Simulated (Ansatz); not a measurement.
# ReS2 monolayer (2H): following an unstable mode

Wanted: the energy along a soft mode of ReS2 monolayer (2H) and the structure at the end.

Method: DFT PBEsol, scalar-relativistic, plane waves, PAW, in Ansatz 0.2.0.

Report form: the programs' logs are mostly left out.

### 1. Starting point

The cell holds 3 atoms: 1 Re and 2 S. Its edges and angles: a = 3.001 Å, b = 3.001 Å, c = 30.000 Å, α = 90.0°, β = 90.0°, γ = 120.0°. Vacuum lies along c.

### 2. Response at finite wavevector

The cell comes from relaxations at this level that are not shown. Stability and thermal properties need the whole zone. Linear response on a 6×6×1 q mesh gives force constants as far as a supercell of that size would.

input.yaml

```yaml
crystal:
  lattice:
    - [3.0005873966, 0.0, 0.0]
    - [-1.5002936983, 2.5985849117, 0.0]
    - [0.0, 0.0, 30.0]
  atoms:
    - { symbol: Re, position: [0.3333333333, 0.6666666667, 0.3333333333] }
    - { symbol: S, position: [0.6666666667, 0.3333333333, 0.3888986507] }
    - { symbol: S, position: [0.6666666667, 0.3333333333, 0.277768016] }
  periodic: [true, true, false]
kpoints:
  mp_grid: { grid: [18, 18, 1] }
hamiltonian:
  xc: pbesol
scf:
  occupations: { method: methfessel_paxton, width: 0.15 }
output:
  eigenvalues: true
phonons:
  method: dfpt
  qmesh: [6, 6, 1]
  temperatures: { t_max: 1000, t_step: 50 }
  qpath:
    path:
      - [0.0, 0.0, 0.0]
      - [0.5, 0.0, 0.0]
      - [0.33333333, 0.33333333, 0.0]
      - [0.0, 0.0, 0.0]
    npoints: 10
```

The run is started by

```bash
$ ansatz run input.yaml --threads 8 --pin off --max-ram 14336MiB --backend cpu --events-out ev --progress --plain --runs-dir out
```

Elapsed: 9.4 min, on 8 threads of Arm Neoverse V1, shared host; peak memory 3.1 GiB.

Numbers from this step:

| Property | Result |
| --- | --- |
| gap on the k-mesh | 0 eV |
| sum-rule residual before enforcement | 3.32e-5 eV/Å² |
| lowest frequency on the path | -226.3 cm⁻¹ |
| point group | -6m2 |
| highest frequency on the path or at a solved wavevector | 388.3 cm⁻¹ |
| area per atom | 2.599 Å² |
| highest optical mode at the zone centre (no LO-TO term) | 388.2 cm⁻¹ |
| lowest optical zone-centre mode | 242.3 cm⁻¹ |
| lowest mode on the q mesh (acoustic modes at Γ apart) | -226.3 cm⁻¹ |

Frequencies (cm⁻¹) solved at each irreducible wavevector; negative means imaginary. Frequencies by wavevector, by row:

```csv
q in reciprocal lattice units,star,mode 1,mode 2,mode 3,mode 4,mode 5,mode 6,mode 7,mode 8,mode 9
0 0 0,1,0,0,0,242.3,258.3,258.3,316.4,316.4,388.2
0 0.1667 0,6,44,65.4,90.8,238.1,264,301.7,307,313,360.8
0 0.3333 0,6,-112.8,78.1,123.3,253.6,270.2,291.8,294.1,294.8,333.9
0 -0.5 0,3,-226.3,-38.8,156.8,241.8,275.4,282.7,292.6,312.3,345.1
0.1667 0.1667 0,6,-63.1,98.7,103.6,250.5,268.9,276,300.3,309.6,327.3
0.1667 0.3333 0,12,-143.2,84,146.1,252.9,283.4,292.4,295.1,313.3,334.2
0.3333 0.3333 0,2,-131.6,68.2,155.4,279.3,281.9,292.6,297,311.9,326.4
```

Interpolated from a 6×6×1 q mesh. Phonon branches along the path, in cm⁻¹:

```csv
point,branch 1,branch 2,branch 3,branch 4,branch 5,branch 6,branch 7,branch 8,branch 9
Γ,0,0,0,242,258,258,316,316,388
halfway,69,77,86,250,268,291,302,302,339
M,-226,-39,157,242,275,283,293,312,345
halfway,-163,61,154,254,287,291,294,317,339
K,-132,68,155,279,282,293,297,312,326
halfway,-63,99,104,250,269,276,300,310,327
Γ,0,0,0,242,258,258,316,316,388
```

Symmetry leaves 7 wavevectors to solve. The lowest mode among them, the acoustic zeros apart, lies at q = (0, -0.5, 0) and is imaginary, 226.3i cm⁻¹, so the energy falls along it.

### 3. The mode frozen in, largest atomic shift 0 Å

The mode followed lies at q = (0, -0.5, 0) with frequency 226.3i cm⁻¹, the softest among the wavevectors solved. At small amplitude the distorted cell has space group no. 25 by a symmetry search on the positions. The undistorted cell that holds it gives the zero of energy on the same k mesh.

System of this step: ReS2 monolayer (2H). The cell holds 6 atoms: 2 Re and 4 S. Its edges and angles: a = 3.001 Å, b = 5.197 Å, c = 30.000 Å, α = 90.0°, β = 90.0°, γ = 90.0°. It derives from ReS2. Vacuum lies along c.

input.yaml

```yaml
crystal:
  lattice:
    - [3.0005873966, 0.0, 0.0]
    - [0.0, 5.1971698234, 0.0]
    - [0.0, 0.0, 30.0]
  atoms:
    - { symbol: Re, position: [1.0, 0.3333333333, 0.3333333333] }
    - { symbol: Re, position: [0.5, 0.8333333333, 0.3333333333] }
    - { symbol: S, position: [0.5, 0.1666666667, 0.3888986507] }
    - { symbol: S, position: [1.0, 0.6666666667, 0.3888986507] }
    - { symbol: S, position: [0.5, 0.1666666667, 0.277768016] }
    - { symbol: S, position: [1.0, 0.6666666667, 0.277768016] }
  periodic: [true, true, false]
kpoints:
  mp_grid: { grid: [12, 8, 1] }
hamiltonian:
  xc: pbesol
scf:
  occupations: { method: methfessel_paxton, width: 0.15 }
output:
  forces: true
  stress: true
  eigenvalues: true
```

Wall time 7.1 s (8 threads); peak memory 1.2 GiB.

Numbers from this step:

- energy from the undistorted cell: 0 meV/atom

### 4. The mode frozen in, largest atomic shift 0.14 Å

The atoms are moved along the unstable eigenvector, the largest shift by 0.14 Å, with the cell fixed.

input.yaml

```yaml
crystal:
  lattice:
    - [3.0005873966, 0.0, 0.0]
    - [0.0, 5.1971698234, 0.0]
    - [0.0, 0.0, 30.0]
  atoms:
    - { symbol: Re, position: [1.0, 0.3602710715, 0.3333333333] }
    - { symbol: Re, position: [0.5, 0.8063955951, 0.3333333333] }
    - { symbol: S, position: [0.5, 0.1587253901, 0.3861830084] }
    - { symbol: S, position: [1.0, 0.6746079432, 0.391614293] }
    - { symbol: S, position: [0.5, 0.1587253901, 0.2804836583] }
    - { symbol: S, position: [1.0, 0.6746079432, 0.2750523736] }
  periodic: [true, true, false]
kpoints:
  mp_grid: { grid: [12, 8, 1] }
hamiltonian:
  xc: pbesol
scf:
  occupations: { method: methfessel_paxton, width: 0.15 }
output:
  forces: true
  stress: true
  eigenvalues: true
  write_density: true
  write_potential: true
  elf: true
  volumetric_format: npy
```

It took 12 s on 8 threads; peak memory 1.2 GiB.

Numbers from this step:

| Property | Result |
| --- | --- |
| energy from the undistorted cell | -52.00 meV/atom |

The energy, extrapolated to zero smearing, is -52.00 meV/atom against the undistorted cell.

### 5. Energy along the mode, all amplitudes (two of the runs are shown above)

An imaginary frequency means negative curvature, so the energy should fall and then rise again as anharmonic terms take over.

Numbers from this step:

```yaml
depth_at_the_lowest_point_sampled: 52.00 meV/atom
largest_atomic_shift_at_that_point: 0.14 Å
```

The energy from the parent by largest atomic shift:

```csv
largest atomic shift (Å),energy from the parent (meV/atom)
0.000,0
0.040,-8.69
0.080,-27.9
0.140,-52.0
0.220,-37.9
0.320,88.7
```

Displacement at unit largest shift by atom:

```csv
atom,x (Å),y (Å),z (Å),size
Re1,0.00,1.00,0.00,1.00
Re2,0.00,-1.00,0.00,1.00
S3,0.00,-0.29,-0.58,0.65
S4,0.00,0.29,0.58,0.65
S5,0.00,-0.29,0.58,0.65
S6,0.00,0.29,-0.58,0.65
```

The lowest of the steps tried is at 0.14 Å, 52.0 meV/atom below the parent; the bottom of the well need not coincide with a step.

### 6. Relaxation from the frozen mode

Starting from the lowest point found, all atoms and the cell are let go, so that strain and other modes of the same symmetry can join in.

Edit input.yaml of step 4 so:

```diff
@@ -27 +27,6 @@
   volumetric_format: npy
+relax:
+  adjacent_minimum: "off"
+  f_tol: 0.002
+  max_steps: 120
+  cell: { stress_2d_tol: 0.005 }
```

Run time: 2.1 min. Hardware: 8 threads; peak memory 1.4 GiB.

Relaxation path:

```csv
step,energy less that of the first step (eV),largest force component (eV/Å),volume (Å³)
1,0.0000,0.7677,467.84
2,-0.2733,0.2260,498.75
3,-0.3238,0.1372,505.07
4,-0.3281,0.1234,504.14
5,-0.3282,0.0960,504.61
6,-0.3287,0.0050,504.84
7,-0.3287,0.0017,504.66
8,-0.3287,0.0002,504.72
9*,-0.3328,0.0008,504.72
10,-0.3328,0.0059,505.07
11,-0.3328,0.0008,505.08
12*,-0.3328,0.0008,505.08
```

Relaxation steps marked * repeat the geometry before them on a plane-wave basis chosen anew for their cell, so energy and pressure can jump there.

Forces are held to the 4 operations that the run works with; a distortion that breaks them can't arise in this run.

```csv
cell as run,before,after,change
a (Å),3.001,2.994,-0.2 %
b (Å),5.197,5.624,+8.2 %
```

The atoms that moved most (Å, along periodic axes as changes of fractional coordinates times the final cell, across vacuum about the mean position):

```csv
atom,dx,dy,dz,length
S5,0.000,-0.017,0.185,0.185
S3,0.000,-0.017,-0.185,0.185
Re1,0.000,0.113,0.000,0.113
S4,0.000,-0.022,-0.041,0.047
S6,0.000,-0.022,0.041,0.047
Re2,0.000,-0.034,0.000,0.034
```

The relaxed structure:

```xyz
6
Lattice="2.9938 0.0000 0.0000 0.0000 5.6235 0.0000 0.0000 0.0000 30.0000" Properties=species:S:1:pos:R:3
Re    2.9938    2.1388   10.0000
Re    1.4969    4.5009   10.0000
S     1.4969    0.8753   11.4009
S     2.9938    3.7715   11.7075
S     1.4969    0.8753    8.5991
S     2.9938    3.7715    8.2925
```

Numbers from this step:

| Item | Value |
| --- | --- |
| area per atom | 2.806 Å² |

ELF in the bc plane at fractional x = 0.500, with atoms of Re and S within 0.2 Å of it. It is the smooth field of the valence electrons, not physical close to the nuclei.

Ten even steps from '0' (0.00) to '9' (0.82), each cell a mean:
```
0000000000000000
0000000000000000
0000000000000000
0000000000000000
0000000000000000
0000000000000000
0000000000000000
0000000000000000
0000000000000000
0000000000000000
0000000000000000
0000000000000000
0000000000000000
4788620000000000
9967972001222115
6655654333256665
7755763332246555
9988972001121114
2576510000000000
0000000000000000
0000000000000000
0000000000000000
0000000000000000
0000000000000000
```
Columns run along b (5.6 Å), rows up along c (30.0 Å). Atoms in or near the plane, at fractional coordinates: Re at (0.80, 0.33), S at (0.16, 0.38), S at (0.16, 0.29).

Valence density in the bc plane at fractional x = 0.500, with atoms of Re and S within 0.2 Å of it. It is the smooth field of the valence electrons, not physical close to the nuclei.

Ten steps, logarithmic in the rise over the least value, from '_' (0.0 e/Å³) to '@' (4.0 e/Å³), each cell a mean:
```
________________________________
________________________________
________________________________
________________________________
________________________________
________________________________
________________________________
________________________________
________________________________
________________________________
________________________________
________________________________
________________________________
..::::::::..________....________
**********++--::::::----------==
**********++========**%%@@@@@@**
**********++==----==++%%@@@@%%**
++********==::..::::------::::--
..........______________________
________________________________
________________________________
________________________________
________________________________
________________________________
```
Columns run along b (5.6 Å), rows up along c (30.0 Å). Atoms in or near the plane, at fractional coordinates: Re at (0.80, 0.33), S at (0.16, 0.38), S at (0.16, 0.29).

Electrostatic potential energy in the bc plane at fractional x = 0.500, with atoms of Re and S within 0.2 Å of it. With pseudopotentials it is smooth inside the atoms' cores, unlike the true potential.

Ten even steps from '0' (-32 eV) to '9' (0 eV), each cell a mean:
```
9999999999999999
9999999999999999
9999999999999999
9999999999999999
9999999999999999
9999999999999999
9999999999999999
9999999999999999
9999999999999999
9999999999999999
9999999999999999
9999999999999999
9999999999999999
9999999999999999
4100278999888888
6433578887410003
5222378888521124
5211379999999998
9999999999999999
9999999999999999
9999999999999999
9999999999999999
9999999999999999
9999999999999999
```
Columns run along b (5.6 Å; values clipped at the 3rd and 97th percentile), rows up along c (30.0 Å). Atoms in or near the plane, at fractional coordinates: Re at (0.80, 0.33), S at (0.16, 0.38), S at (0.16, 0.29).

The distorted start has space group Pmm2; the relaxation ends in Pmm2.

### 7. The new phase in its own primitive cell

The relaxed structure is symmetrised, reduced to its primitive cell and relaxed tightly, as its phonons need.

input.yaml

```yaml
crystal:
  lattice:
    - [2.9938479626, 0.0, 0.0]
    - [0.0, 5.6235170363, 0.0]
    - [0.0, 0.0, 30.0]
  atoms:
    - { symbol: Re, position: [1.0, 0.3803243198, 0.3333333333] }
    - { symbol: Re, position: [0.5, 0.8003715126, 0.3333333333] }
    - { symbol: S, position: [0.5, 0.1556551446, 0.3800297233] }
    - { symbol: S, position: [1.0, 0.6706636058, 0.3902510554] }
    - { symbol: S, position: [0.5, 0.1556551446, 0.2866369434] }
    - { symbol: S, position: [1.0, 0.6706636058, 0.2764156113] }
  periodic: [true, true, false]
kpoints:
  mp_grid: { grid: [12, 6, 1] }
hamiltonian:
  xc: pbesol
scf:
  occupations: { method: methfessel_paxton, width: 0.15 }
output:
  forces: true
  stress: true
  eigenvalues: true
relax:
  adjacent_minimum: "off"
  f_tol: 0.001
  max_steps: 60
  cell: { stress_2d_tol: 0.002 }
```

Elapsed: 40 s, on 8 threads; peak memory 1.4 GiB; 5.2 min of CPU time.

Little changed from the start: no atom moved by 0.005 Å and no cell edge by 0.1 %.

This step gave:

* area per atom: 2.805 Å²

The largest force component left is 0.25 meV/Å, within the tolerances set.

### 8. Modes of the new phase, k-mesh 12×6×1

A relaxed structure may still be a saddle point, so its zone-centre modes are computed. No field response is asked, since the mesh shows no gap.

input.yaml

```yaml
crystal:
  lattice:
    - [2.993333205, 0.0, 0.0]
    - [0.0, 5.6218277833, 0.0]
    - [0.0, 0.0, 30.0]
  atoms:
    - { symbol: Re, position: [1.0, 0.3803522896, 0.3333333333] }
    - { symbol: Re, position: [0.5, 0.800286486, 0.3333333333] }
    - { symbol: S, position: [0.5, 0.1555964837, 0.380036259] }
    - { symbol: S, position: [1.0, 0.6707507951, 0.3902858379] }
    - { symbol: S, position: [0.5, 0.1555964837, 0.2866304076] }
    - { symbol: S, position: [1.0, 0.6707507951, 0.2763808288] }
  periodic: [true, true, false]
kpoints:
  mp_grid: { grid: [12, 6, 1] }
hamiltonian:
  xc: pbesol
scf:
  occupations: { method: methfessel_paxton, width: 0.15 }
output:
  eigenvalues: true
phonons:
  method: dfpt
```

Run time: 2.4 min. Hardware: 8 threads; peak memory 2.4 GiB.

This step gave:

* sum-rule residual before enforcement: 9.98e-5 eV/Å²
* point group: mm2
* highest optical mode at the zone centre (no LO-TO term): 399.7 cm⁻¹
* lowest optical zone-centre mode: 143.4 cm⁻¹

Patterns of degenerate modes are one choice out of their space. The modes at Γ (shares of kinetic energy by element, %):

```csv
mode,frequency (cm⁻¹),symmetry,Re %,S %
1,0.0,acoustic,74,26
2,0.0,acoustic,74,26
3,0.0,acoustic,74,26
4,143.4,B2,70,30
5,153.1,B1,74,26
6,191.5,A1,86,14
7,254.9,A2,0,100
8,262.6,B2,14,86
9,277.9,A2,0,100
10,291.0,B1,25,75
11,301.0,A1,15,85
12,305.1,B2,7,93
13,314.6,B1,27,73
14,342.5,A1,10,90
15,343.8,B2,14,86
16,377.0,B2,20,80
17,386.1,A1,7,93
18,399.7,A1,7,93
```

Displacements in mode 4 (143.4 cm⁻¹), the largest set to 1:
```
Re1  0.00  0.00  0.75
Re2  0.00  0.00 -0.73
S3   0.00 -0.45  0.25
S4   0.00  1.00 -0.33
S5   0.00  0.45  0.25
S6   0.00 -1.00 -0.33
```

Displacements in mode 7 (254.9 cm⁻¹), the largest set to 1:
```
Re1  0.00  0.00  0.00
Re2  0.00  0.00  0.00
S3   1.00  0.00  0.00
S4   0.28  0.00  0.00
S5  -1.00  0.00  0.00
S6  -0.28  0.00  0.00
```

Before it was imposed, the acoustic sum rule was missed by 1.0e-4 eV/Å². Small misses are needed for a sound result but don't prove that mesh and cutoff are converged. The lowest optical mode is real, 143 cm⁻¹.

### 9. Summary of results

- unstable mode of the parent: q = (0, -0.5, 0), 226i cm⁻¹
- depth at the lowest point sampled: 52.0 meV/atom
- largest atomic shift at that point: 0.14 Å
- space group reached (within 0.01 Å): Pmm2
- energy gained over the parent (first relaxation, on the mesh of the frozen mode): 107 meV/atom
- area per atom, phase reached: 2.81 Å²
- lowest optical zone-centre mode, phase reached: 143 cm⁻¹
- highest optical mode at the zone centre (no LO-TO term), phase reached: 400 cm⁻¹

What this shows: Along this mode the structure falls into Pmm2, 107 meV/atom below the parent. At the parent's cell the well is 52.00 meV/atom deep on the steps tried, with its lowest point at a shift of 0.14 Å. Relaxing atoms and cell changes the gain by +55.14 meV/atom against the lowest step (energies at zero smearing). The new phase has no imaginary mode at the zone centre of its cell; other wavevectors were not checked. Of the 2 patterns followed to their end from this parent, this one reaches the lowest energy. Each path keeps the symmetry of its pattern, so a lower phase may lie along a pattern not tried. With no gap, or one that is small against the smearing, the frequencies hang on the k mesh and the smearing, most of all near Kohn anomalies. The phonon runs are without spin polarisation, although the cell has an odd electron count. In a sheet or slab the interpolated bending branch near Γ is rough, since the rotational sum rule isn't imposed. Spin-orbit coupling is left out, which can matter for the heavy elements here. A phonon run warned that its eigensolver left some bands unconverged in a pass. The starting cell was built on a prototype and not taken from a measurement.

[Logs are printed without paths, hosts, clocks, repeated set-up lines and the standing remarks that a program may print on its own settings, such as how far it seeks lower states.]

[Hosts, paths, dates, database ids (printed as entryN), source tags and the programs' standing remarks are cut or masked in the printed files.]
